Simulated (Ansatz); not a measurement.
# Is W-Ti-Ti-W stack of (111) layers a stable metal?

The plan: relax W-Ti-Ti-W stack of (111) layers, check its phonons, and, if the lattice is stable, compute its Eliashberg function and ρ(T).

Main program and level: Ansatz 0.2.0; DFT PBEsol, scalar-relativistic, plane waves, PAW; PAW set soft_1.

## (1) Starting point

The cell holds 4 atoms: 2 W and 2 Ti. Its edges and angles: a = 2.923 Å, b = 2.923 Å, c = 18.159 Å, α = 90.0°, β = 90.0°, γ = 120.0°. Vacuum lies along c.

## (2) Rough relaxation

The start is far from rest, so a relaxation with loose thresholds does the first part.

input.yaml reads:

```yaml
crystal:
  lattice:
    - [2.92265, 0.0, 0.0]
    - [-1.46133, 2.53109, 0.0]
    - [0.0, 0.0, 18.15901]
  atoms:
    - { symbol: W, position: [0.0, 0.0, 0.30287993] }
    - { symbol: Ti, position: [0.33333333, 0.66666667, 0.43429331] }
    - { symbol: Ti, position: [0.66666667, 0.33333333, 0.56570669] }
    - { symbol: W, position: [0.0, 0.0, 0.69712007] }
  periodic: [true, true, false]
kpoints:
  mp_grid: { grid: [9, 9, 1] }
hamiltonian:
  xc: pbesol
  pseudopotentials: { kind: paw, azcp: { folder: soft_1 }, xc_functional: pbe }
scf:
  occupations: { method: gaussian, width: 0.1 }
output:
  forces: true
  stress: true
  eigenvalues: true
relax:
  adjacent_minimum: "off"
  f_tol: 0.05
  max_steps: 80
  cell: { stress_2d_tol: 0.02 }
```

Started as:

```
$ ansatz run input.yaml --threads 4 --pin off --max-ram 12288MiB --backend cpu --events-out ev --progress --plain --runs-dir out
```

Numbers of over 12 decimals in the logs are rounded to 6 here.

What it wrote:

```text
Warning: crystal.periodic: the lattice vector that does not repeat stood 0.000° off the slab's normal, 18.159 Å along it as the deck builds it. The run solves the slab on a vector along the normal, 38.118 Å long, with every atom where it was (on the deck's vector they left 11.00 Å outside them, and the widest stretch free of ions among them is 2.39 Å). A fractional position that the run reports is one of the run's ce [...]
The last accepted step is kept in <dir> (removed where the run ends without a failure and the disk answers)
crystal.periodic: the lattice vector that does not repeat stood 0.000° off the slab's normal, 18.159 Å along it as the deck builds it. The run solves the slab on a vector along the normal, 38.118 Å long, with every atom where it was (on the deck's vector they left 11.00 Å outside them, and the widest stretch free of ions among them is 2.39 Å). A fractional position that the run reports is one of the run's cell, which [...]
Engine: ansatz 0.2.0, aarch64-unknown-linux-gnu
Pseudopotentials: kind: paw
Pseudopotential: W, paw, valence charge 14, recommended cutoff 420 eV (normal), soft_1/W.paw.azcp
Pseudopotential: Ti, paw, valence charge 12, recommended cutoff 420 eV (normal), soft_1/Ti.paw.azcp
Functional definition: PBEsol
  exchange = pbesol_x
  correlation = pbesol_c
Crystal: 4 atoms, lattice volume = 281.978 Å³
Basis set: ecut = 420 eV, 5455 PW (Γ), exchange–correlation on 40×40×512 points (8 copies of the dense FFT grid, shifted against one another)
Bands: 32, of which v1, the nominal top of the filled ones, is band 26 counted from 1 (25 counted from 0)
Symmetry: 12 space group operations
Space group: P-3m1 (ITA 164), of the structure as read, at distance tolerance 6.6e-5 Å
k-points: 12 of 81
Non-local potential: W, projectors of the file, l = 0: 3, l = 1: 2, l = 2: 2, l = 3: 1
Non-local potential: Ti, projectors of the file, l = 0: 3, l = 1: 2, l = 2: 3, l = 3: 1
PAW form: soft (Blöchl's): semilocal exchange-correlation on the pseudo side does not see the compensation charge
PAW frozen core: W, regenerated for the run's functional, and the local potential with it (the file was generated under x = pbe(κ = 0.804, μ = 0.219515), c = pbe(β = 0.066725))
PAW frozen core: Ti, regenerated for the run's functional, and the local potential with it (the file was generated under x = pbe(κ = 0.804, μ = 0.219515), c = pbe(β = 0.066725))
PAW one-centre angular grid: W, 590 points (default); XC on 64 Gauss nodes
PAW one-centre angular grid: Ti, 590 points (default); XC on 64 Gauss nodes
Initial density: superposition of atomic densities (neutral atoms: chi_scale 0, normalization atom)
Initial wavefunctions: pseudopotential atomic-orbital guess
Functional: x = pbesol(κ = 0.804, μ = 0.123457), c = pbesol(β = 0.046)
SCF iter   1: F=—  HF=-25462.133303 eV  |F-HF|=—  |Δ(HF+E_count)|=         —  Δρ=4.50e-2  dr2=8.55e1  ethr=3.10e-3  ⟨swp⟩=11.8  Hψ=2578  notcnv=0
preconditioner: auto → LDOS  [metal: Δε(μ)=0.031 eV  Ē_g=3.270 eV  σ=0.100 eV  W_gap=0.17  n_scr=24 (ndim 8)  ℏωp=9.9 eV  f_vac=0.689  D(μ)=7.10/eV (n_scr^D=24)  β→1.0]
SCF iter   2: F=—  HF=-25459.558290 eV  |F-HF|=—  |Δ(HF+E_count)|=    2.58e0  Δρ=2.45e-2  dr2=7.86e0  ethr=3.10e-3  ⟨swp⟩=6.2  Hψ=1186  notcnv=0  defer=5
SCF iter   3: F=—  HF=-25458.816784 eV  |F-HF|=—  |Δ(HF+E_count)|=   7.42e-1  Δρ=7.63e-3  dr2=2.58e-1  ethr=3.10e-3  ⟨swp⟩=4.9  Hψ=1051  notcnv=0  defer=5
SCF iter   4: F=—  HF=-25458.765612 eV  |F-HF|=—  |Δ(HF+E_count)|=   5.12e-2  Δρ=1.95e-3  dr2=7.89e-3  ethr=4.96e-4  ⟨swp⟩=4.0  Hψ=998  notcnv=0  defer=8
SCF iter   5: F=—  HF=-25458.767398 eV  |F-HF|=—  |Δ(HF+E_count)|=   1.79e-3  Δρ=5.96e-4  dr2=7.40e-4  ethr=1.52e-5  ⟨swp⟩=4.4  Hψ=925  notcnv=0  defer=8
SCF iter   6: F=—  HF=-25458.767553 eV  |F-HF|=—  |Δ(HF+E_count)|=   1.55e-4  Δρ=2.28e-4  dr2=2.64e-4  ethr=1.42e-6  ⟨swp⟩=3.9  Hψ=838  notcnv=0  defer=8
SCF iter   7: F=—  HF=-25458.767543 eV  |F-HF|=—  |Δ(HF+E_count)|=   1.04e-5  Δρ=5.67e-5  dr2=7.04e-6  ethr=5.09e-7  ⟨swp⟩=3.3  Hψ=692  notcnv=0  defer=8
SCF iter   8: F=—  HF=-25458.767790 eV  |F-HF|=—  |Δ(HF+E_count)|=   2.48e-4  Δρ=1.76e-5  dr2=5.74e-7  ethr=1.35e-8  ⟨swp⟩=3.8  Hψ=876  notcnv=0  defer=8
SCF iter   9: F=—  HF=-25458.767792 eV  |F-HF|=—  |Δ(HF+E_count)|=   1.10e-6  Δρ=4.78e-6  dr2=1.11e-7  ethr=1.92e-10  ⟨swp⟩=21.8  Hψ=2807  notcnv=0
iter 10 did not close the SCF: its close was put off until two iterations running show no level that it waits for move by more than its bar (scf_convergence_deferred on its scf_iter line)
SCF iter  10: F=-25458.767792 eV  HF=-25458.767792 eV  |F-HF|=2.62e-8  |Δ(HF+E_count)|=   1.79e-7  Δρ=1.26e-6  dr2=3.27e-9  ethr=1.92e-10  ⟨swp⟩=5.3  Hψ=1300  notcnv=0
SCF iter  11: F=-25458.767792 eV  HF=-25458.767792 eV  |F-HF|=4.56e-9  |Δ(HF+E_count)|=   2.24e-8  Δρ=2.53e-7  dr2=3.37e-10  ethr=6.29e-12  ⟨swp⟩=3.4  Hψ=1443  notcnv=0
the search or the solves at the SCF's close seem to have found levels that the self-consistency loop had missed (the run counts 1). By its estimate they hold under 1e-12 electrons; where the run keeps them, the occupations were computed again with them
SCF 1 converged in 11 iterations: F = -25458.767792 eV  dr2 = 3.37e-10
  greatest PAW one-centre occupation: 0.999 electrons in one spin orbital (limit 2), on the W atom at site 3 (counted from 0), in its partial waves of l = 0
relax step   1: F+E_penalty+E_count = -25458.76779180 eV  Δ(F+E_penalty+E_count) = +0.000e0 eV  max|allowed force component| = 6.934e-1 eV/Å  Δτ_max = 0.0000 Å  P = -25.569 N/m  Ω = 281.978 Å³  fix = [c, alpha, beta]  reactions: c -0.000 N/m  (11 SCF iters, dr2 threshold 1.00e-7 eV, accepted)
Crystal: 4 atoms, lattice volume = 255.387 Å³
Basis set: ecut = 420 eV, 5059 PW (Γ), exchange–correlation on 40×40×512 points (8 copies of the dense FFT grid, shifted against one another)
Initial density: handed on by an earlier stage of this run
Initial wavefunctions: those handed on with the density
SCF iter   1: F=—  HF=-25459.688358 eV  |F-HF|=—  |Δ(HF+E_count)|=         —  Δρ=1.42e-2  dr2=6.30e0  ethr=3.10e-3  ⟨swp⟩=16.2  Hψ=2648  notcnv=0
preconditioner: auto → LDOS  [metal: Δε(μ)=0.041 eV  Ē_g=3.378 eV  σ=0.100 eV  W_gap=0.23  n_scr=24 (ndim 8)  ℏωp=10.4 eV  f_vac=0.700  D(μ)=6.44/eV (n_scr^D=24)  β→1.0]
SCF iter   2: F=—  HF=-25459.521091 eV  |F-HF|=—  |Δ(HF+E_count)|=   1.67e-1  Δρ=4.00e-3  dr2=9.01e-2  ethr=3.10e-3  ⟨swp⟩=2.8  Hψ=605  notcnv=0  defer=7
SCF iter   3: F=—  HF=-25459.519925 eV  |F-HF|=—  |Δ(HF+E_count)|=   1.17e-3  Δρ=1.65e-3  dr2=2.45e-2  ethr=1.73e-4  ⟨swp⟩=4.0  Hψ=973  notcnv=0  defer=8
[...]
SCF iter   2: F=—  HF=-25459.628887 eV  |F-HF|=—  |Δ(HF+E_count)|=   9.04e-3  Δρ=2.81e-3  dr2=1.13e-1  ethr=1.29e-4  ⟨swp⟩=3.2  Hψ=841  notcnv=0
SCF iter   3: F=—  HF=-25459.621684 eV  |F-HF|=—  |Δ(HF+E_count)|=   7.20e-3  Δρ=6.15e-4  dr2=1.31e-3  ethr=1.29e-4  ⟨swp⟩=2.8  Hψ=635  notcnv=0
SCF iter   4: F=—  HF=-25459.622176 eV  |F-HF|=—  |Δ(HF+E_count)|=   4.92e-4  Δρ=3.74e-4  dr2=6.90e-4  ethr=2.52e-6  ⟨swp⟩=3.7  Hψ=856  notcnv=0
SCF iter   5: F=—  HF=-25459.622122 eV  |F-HF|=—  |Δ(HF+E_count)|=   5.36e-5  Δρ=1.24e-4  dr2=5.92e-5  ethr=1.33e-6  ⟨swp⟩=2.5  Hψ=638  notcnv=0
SCF iter   6: F=—  HF=-25459.622351 eV  |F-HF|=—  |Δ(HF+E_count)|=   2.28e-4  Δρ=5.07e-5  dr2=5.61e-6  ethr=1.14e-7  ⟨swp⟩=3.8  Hψ=767  notcnv=0
SCF iter   7: F=—  HF=-25459.622356 eV  |F-HF|=—  |Δ(HF+E_count)|=   5.11e-6  Δρ=2.32e-5  dr2=6.85e-7  ethr=1.08e-8  ⟨swp⟩=3.8  Hψ=808  notcnv=0
SCF iter   8: F=-25459.622358 eV  HF=-25459.622358 eV  |F-HF|=1.31e-7  |Δ(HF+E_count)|=   1.98e-6  Δρ=7.95e-6  dr2=1.46e-7  ethr=7.69e-10  ⟨swp⟩=28.2  Hψ=2629  notcnv=0
SCF 3 converged in 8 iterations: F = -25459.622358 eV  dr2 = 1.46e-7
relax step   3: F+E_penalty+E_count = -25459.62235778 eV  Δ(F+E_penalty+E_count) = -1.055e-1 eV  max|allowed force component| = 1.896e-1 eV/Å  Δτ_max = 0.0808 Å  P = +0.275 N/m  Ω = 246.331 Å³  energy of the carried Pulay correction = +2.374e-3 eV  fix = [c, alpha, beta]  reactions: c +0.000 N/m  (8 SCF iters, dr2 threshold 4.00e-7 eV, accepted)
[...]
relax step   4: F+E_penalty+E_count = -25459.62982004 eV  Δ(F+E_penalty+E_count) = -7.462e-3 eV  max|allowed force component| = 2.436e-2 eV/Å  Δτ_max = 0.0424 Å  P = -0.240 N/m  Ω = 245.396 Å³  energy of the carried Pulay correction = +2.440e-3 eV  fix = [c, alpha, beta]  reactions: c -0.000 N/m  (7 SCF iters, dr2 threshold 4.00e-7 eV, accepted)
[...]
relax step   5: F+E_penalty+E_count = -25459.63026220 eV  Δ(F+E_penalty+E_count) = -4.422e-4 eV  max|allowed force component| = 3.081e-3 eV/Å  Δτ_max = 0.0101 Å  P = -0.093 N/m  Ω = 244.893 Å³  energy of the carried Pulay correction = +2.476e-3 eV  fix = [c, alpha, beta]  reactions: c -0.000 N/m  (7 SCF iters, dr2 threshold 4.88e-8 eV, accepted)
[...]
relax step   6: F+E_penalty+E_count = -25459.63029474 eV  Δ(F+E_penalty+E_count) = -3.254e-5 eV  max|allowed force component| = 1.313e-3 eV/Å  Δτ_max = 0.0018 Å  P = +0.003 N/m  Ω = 244.727 Å³  energy of the carried Pulay correction = +2.488e-3 eV  fix = [c, alpha, beta]  reactions: c +0.000 N/m  (6 SCF iters, dr2 threshold 7.38e-9 eV, accepted)
Initial wavefunctions: pseudopotential atomic-orbital guess (no wavefunctions were taken with the density)
iter 1 solved again at ethr=4.36e-7 eV; its pass at ethr=3.10e-3 eV (dr2=2.27e-4 eV) is discarded
SCF iter   1: F=—  HF=-25459.627423 eV  |F-HF|=—  |Δ(HF+E_count)|=         —  Δρ=9.23e-5  dr2=2.94e-6  ethr=4.36e-7  ⟨swp⟩=7.8  Hψ=4482  notcnv=0
preconditioner: auto → LDOS  [metal: Δε(μ)=0.025 eV  Ē_g=3.485 eV  σ=0.100 eV  W_gap=0.14  n_scr=24 (ndim 8)  ℏωp=10.6 eV  f_vac=0.691  D(μ)=6.22/eV (n_scr^D=26)  β→1.0]
SCF iter   2: F=—  HF=-25459.627674 eV  |F-HF|=—  |Δ(HF+E_count)|=   2.52e-4  Δρ=3.41e-5  dr2=1.33e-5  ethr=5.65e-9  ⟨swp⟩=4.7  Hψ=1129  notcnv=0
SCF iter   3: F=—  HF=-25459.627673 eV  |F-HF|=—  |Δ(HF+E_count)|=   6.70e-7  Δρ=7.24e-6  dr2=8.52e-7  ethr=5.65e-9  ⟨swp⟩=3.2  Hψ=678  notcnv=0
SCF iter   4: F=—  HF=-25459.627673 eV  |F-HF|=—  |Δ(HF+E_count)|=   5.23e-8  Δρ=8.16e-6  dr2=6.75e-7  ethr=1.64e-9  ⟨swp⟩=3.2  Hψ=623  notcnv=0
SCF iter   5: F=—  HF=-25459.627674 eV  |F-HF|=—  |Δ(HF+E_count)|=   1.22e-7  Δρ=8.79e-7  dr2=6.95e-9  ethr=1.30e-9  ⟨swp⟩=2.8  Hψ=567  notcnv=0
SCF iter   6: F=—  HF=-25459.627674 eV  |F-HF|=—  |Δ(HF+E_count)|=  3.27e-11  Δρ=3.54e-7  dr2=6.22e-10  ethr=1.34e-11  ⟨swp⟩=4.7  Hψ=970  notcnv=0
SCF iter   7: F=—  HF=-25459.627674 eV  |F-HF|=—  |Δ(HF+E_count)|=   6.15e-9  Δρ=1.13e-7  dr2=6.85e-11  ethr=1.20e-12  ⟨swp⟩=3.6  Hψ=847  notcnv=0
SCF iter   8: F=—  HF=-25459.627674 eV  |F-HF|=—  |Δ(HF+E_count)|=   1.83e-9  Δρ=3.72e-8  dr2=3.92e-12  ethr=1.00e-12  ⟨swp⟩=1.7  Hψ=418  notcnv=0
SCF iter   9: F=-25459.627674 eV  HF=-25459.627674 eV  |F-HF|=9.46e-11  |Δ(HF+E_count)|=  3.82e-10  Δρ=2.36e-8  dr2=1.25e-12  ethr=1.00e-12  ⟨swp⟩=15.0  Hψ=2831  notcnv=0
SCF 7 converged in 9 iterations: F = -25459.627674 eV  dr2 = 1.25e-12
relax step   7: F+E_penalty+E_count = -25459.62767362 eV  Δ(F+E_penalty+E_count) = +2.621e-3 eV  max|allowed force component| = 1.814e-3 eV/Å  Δτ_max = 0.0000 Å  P = +0.006 N/m  Ω = 244.727 Å³  fix = [c, alpha, beta]  reactions: c +0.000 N/m  stress off target by 5.65e-3 N/m on what of the cell is left free  SCF on the basis re-selected at this cell (its energy is not comparable with the rows above)  (9 SCF iters)
basis re-selected at this cell: Δ(F+E_penalty+E_count) = +2.621e-3 eV, ΔP = +0.003 N/m vs the last step (what re-selecting the basis moved, of the pressure what is left beyond the Pulay correction that the steps carried, after the strain that the cell walked since its last selection, with what the two solves' SCF thresholds leave and, on support functions, any second-order correction that the steps lacked; it is no m [...]
SCF converged after 9 iterations
Free energy (F): -25459.627674 eV
Harris-Foulkes:  -25459.627674 eV  (|F-HF|=9.46e-11)
Internal energy: -25459.596556 eV  (E = F + TS)
E sigma→0 (E₀):  -25459.612115 eV
Entropy (-TS):   -0.031118 eV (-7.779 meV/atom)
Fermi energy:    -5.448885 eV
--- Per-component energies (eV) ---
  E_band       = -1687.316119
  E_kinetic    = 1409.100914
  E_local      = -243216.459915  (includes V_loc(G=0)·N_el)
  E_nonlocal   = 80.879068
  E_hartree    = 120734.087107
  E_xc         = -760.918025
  E_vxc        = -750.433248  (∫ρ·V_xc dr)
  E_paw        = -18938.318199  (= ΣΔE_a)
  E_vpaw       = -678.577292  (= ΣTr[D̂ρ^β])
  E_aug_tail   = 0.000142  (compensation charges beyond the density's cutoff)
  E_ewald      = 115231.309867
  E_core_change = 0.722485  (= ΣΔE_core)
  E_smearing   = -0.031118  (= −TS)
  E_closure    = 0.000000  (closes the sum)
  Σ components = -25459.627674   (vs F -25459.627674, Δ=0.00e0)
--- Forces (eV/Å), atoms counted from 1 ---
  atom   1  W      0.00000000    -0.00000000    -0.00181392
  atom   2  Ti     0.00000000     0.00000000    -0.00094945
  atom   3  Ti     0.00000000    -0.00000000     0.00094945
  atom   4  W      0.00000000     0.00000000     0.00181392
  max |Σ_I F_I| component: 2.17e-19 eV/Å
--- 2D stress c σ (N/m, compression-positive) ---
        0.005649      -0.000000       0.000000
       -0.000000       0.005649       0.000000
        0.000000       0.000000       0.000000
  P = ½ c Tr σ = 0.0056 N/m
--- Band table (eV; the first three rows and the last of 12) ---
  k-point 0: bands = [... 22 lower, -5.5511, -5.5511, -5.5465, -5.5465, -5.3936, -5.3651, -5.0358, -4.3493, ... 2 higher]
  k-point 1: bands = [... 22 lower, -6.0840, -6.0158, -5.7830, -5.6827, -5.1554, -5.0515, -5.0450, -4.5574, ... 2 higher]
  k-point 2: bands = [... 22 lower, -6.6004, -6.5143, -6.4150, -6.1178, -5.1442, -4.9581, -4.2588, -3.8710, ... 2 higher]
  k-point 11: bands = [... 22 lower, -6.5427, -6.3612, -6.3612, -6.3167, -6.3167, -5.7394, -5.7394, -3.5951, ... 2 higher]
--- Relaxed structure (6 steps of the walk, 6 accepted, 1 SCFs on fresh bases) ---
  F+E_penalty+E_count = -25459.62767362 eV   max|allowed force component| = 1.814e-3 eV/Å   (the final SCF, on the basis selected at the relaxed cell)
  cell:  # Å, volume = 244.7271 Å³
    - [2.722767, 2.689323369175311e-6, 0]
    - [-1.361386, 2.357984, 0]
    - [0, 0, 38.118021]
  atoms:
    - { symbol: W, position: [-6.587182181558912e-19, 2.634871971088468e-19, 0.143816] }
    - { symbol: Ti, position: [0.333333, 0.666667, 0.207162] }
    - { symbol: Ti, position: [0.666667, 0.333333, 0.269227] }
    - { symbol: W, position: [6.587182181558919e-19, -2.634871971088468e-19, 0.332573] }
```

It took 27 s on 4 threads of Arm Neoverse V1, shared host; peak memory 0.64 GiB; 95 s of CPU time.

Relaxation path:

```
step  energy less that of the first step (eV)  largest force component (eV/Å)  volume (Å³)
   1                                   0.0000                          0.6934       281.98
   2                                  -0.7491                          0.7070       255.39
   3                                  -0.8546                          0.1895       246.33
   4                                  -0.8620                          0.0244       245.40
   5                                  -0.8625                          0.0031       244.89
   6                                  -0.8625                          0.0013       244.73
  7*                                  -0.8599                          0.0018       244.73
```

Relaxation steps marked * repeat the geometry before them on a plane-wave basis chosen anew for their cell, so energy and pressure can jump there.

The run keeps the 12 symmetry operations that it works with, so distortions that break them were not tested.

```
cell as run  before  after  change
      a (Å)   2.923  2.723  -6.8 %
      b (Å)   2.923  2.723  -6.8 %
```

The atoms that moved most (Å, along periodic axes as changes of fractional coordinates times the final cell, across vacuum about the mean position):

```
atom     dx     dy      dz  length
  W4  0.000  0.000   0.018   0.018
  W1  0.000  0.000  -0.018   0.018
 Ti3  0.000  0.000  -0.010   0.010
 Ti2  0.000  0.000   0.010   0.010
```

Final coordinates:

```xyz
4
Lattice="2.7228 0.0000 0.0000 -1.3614 2.3580 0.0000 0.0000 0.0000 38.1180" Properties=species:S:1:pos:R:3
W     0.0000    0.0000    5.4820
Ti    0.0000    1.5720    7.8966
Ti    1.3614    0.7860   10.2624
W     0.0000    0.0000   12.6770
```

This step gave:

| Item | Value |
| --- | --- |
| metallic on mesh | yes |
| gap on the k-mesh | 0 eV |

The relaxation ends with a largest force component of 0.0018 eV/Å.

## (3) Relaxation

Lattice constant and positions set the bands and the force constants, so the cell is relaxed first.

input.yaml, the sections that differ from step 2:

```yaml
crystal:
  lattice:
    - [2.7227673356, 2.6893e-06, 0.0]
    - [-1.3613859968, 2.3579843365, 0.0]
    - [0.0, 0.0, 38.1180212893]
  atoms:
    - { symbol: W, position: [0.0, 0.0, 0.1438159308] }
    - { symbol: Ti, position: [0.3333333333, 0.6666666667, 0.2071622178] }
    - { symbol: Ti, position: [0.6666666667, 0.3333333333, 0.269226886] }
    - { symbol: W, position: [0.0, 0.0, 0.332573173] }
  periodic: [true, true, false]
kpoints:
  mp_grid: { grid: [12, 12, 1] }
relax:
  adjacent_minimum: "off"
  f_tol: 0.005
  max_steps: 80
  cell: { stress_2d_tol: 0.02 }
# hamiltonian, scf, output: as in step 2
```

What it wrote:

```text
[the first part of the log is left out]
  E_aug_tail   = 0.000143  (compensation charges beyond the density's cutoff)
  E_ewald      = 115035.154328
  E_core_change = 0.722485  (= ΣΔE_core)
  E_smearing   = -0.036356  (= −TS)
  E_closure    = 0.000000  (closes the sum)
  Σ components = -25459.635336   (vs F -25459.635336, Δ=0.00e0)
--- Forces (eV/Å), atoms counted from 1 ---
  atom   1  W      0.00000000     0.00000000     0.00003588
  atom   2  Ti    -0.00000000     0.00000000     0.00009922
[...]
-0.000000       0.000000       0.000000
  P = ½ c Tr σ = 0.0020 N/m
--- Band table (eV; the first three rows and the last of 19) ---
[...]
--- Relaxed structure (5 steps of the walk, 5 accepted, 1 SCFs on fresh bases) ---
[...]
cell:  # Å, volume = 245.2102 Å³
    - [2.725454, 2.6919519506321583e-6, 0]
    - [-1.362729, 2.360311, 0]
    - [0, 0, 38.1180212893]
  atoms:
    - { symbol: W, position: [0, 0, 0.143900] }
    - { symbol: Ti, position: [0.333333, 0.666667, 0.207101] }
    - { symbol: Ti, position: [0.666667, 0.333333, 0.269288] }
    - { symbol: W, position: [0, 0, 0.332489] }
```

Elapsed: 26 s, on 4 threads; peak memory 0.67 GiB; 95 s of CPU time.

Little changed from the start: no atom moved by 0.005 Å and no cell edge by 0.1 %.

## (4) Relaxing tightly for phonons

No force is left; the cell is relaxed once more with another smearing and tight thresholds.

input.yaml, the sections that differ from step 3:

```yaml
crystal:
  lattice:
    - [2.7254535283, 2.692e-06, 0.0]
    - [-1.3627290954, 2.3603106463, 0.0]
    - [0.0, 0.0, 38.1180212893]
  atoms:
    - { symbol: W, position: [0.0, 0.0, 0.1438998669] }
    - { symbol: Ti, position: [0.3333333333, 0.6666666667, 0.2071014827] }
    - { symbol: Ti, position: [0.6666666667, 0.3333333333, 0.2692876211] }
    - { symbol: W, position: [0.0, 0.0, 0.3324892369] }
  periodic: [true, true, false]
scf:
  occupations: { method: methfessel_paxton, width: 0.2 }
relax:
  adjacent_minimum: "off"
  f_tol: 0.001
  max_steps: 60
  cell: { stress_2d_tol: 0.002 }
# kpoints, hamiltonian, output: as in step 3
```

What it wrote:

```text
[the first part of the log is left out]
  E_aug_tail   = 0.000143  (compensation charges beyond the density's cutoff)
  E_ewald      = 115024.410923
  E_core_change = 0.722485  (= ΣΔE_core)
  E_smearing   = -0.015774  (= −TS)
  E_closure    = 0.000000  (closes the sum)
  Σ components = -25459.623561   (vs F -25459.623561, Δ=0.00e0)
--- Forces (eV/Å), atoms counted from 1 ---
  atom   1  W      0.00000000     0.00000000    -0.00001087
  atom   2  Ti    -0.00000000     0.00000000    -0.00000196
[...]
-0.000000      -0.000000      -0.000000
  P = ½ c Tr σ = -0.0001 N/m
--- Band table (eV; the first three rows and the last of 19) ---
[...]
--- Relaxed structure (5 steps of the walk, 5 accepted, 1 SCFs on fresh bases) ---
[...]
cell:  # Å, volume = 245.3151 Å³
    - [2.726037, 2.692523775267055e-6, 0]
    - [-1.363021, 2.360816, 0]
    - [0, 0, 38.1180212893]
  atoms:
    - { symbol: W, position: [0, 0, 0.143958] }
    - { symbol: Ti, position: [0.333333, 0.666667, 0.207146] }
    - { symbol: Ti, position: [0.666667, 0.333333, 0.269243] }
    - { symbol: W, position: [0, 0, 0.332431] }
```

Elapsed: 26 s, on 4 threads; peak memory 0.67 GiB.

Little changed from the start: no atom moved by 0.005 Å and no cell edge by 0.1 %.

(Part 1 of 2 ends here.)

[Logs are printed without paths, hosts, clocks, repeated set-up lines and the standing remarks that a program may print on its own settings, such as how far it seeks lower states.]

[Hosts, paths, dates, database ids (printed as entryN), source tags and the programs' standing remarks are cut or masked in the printed files.]
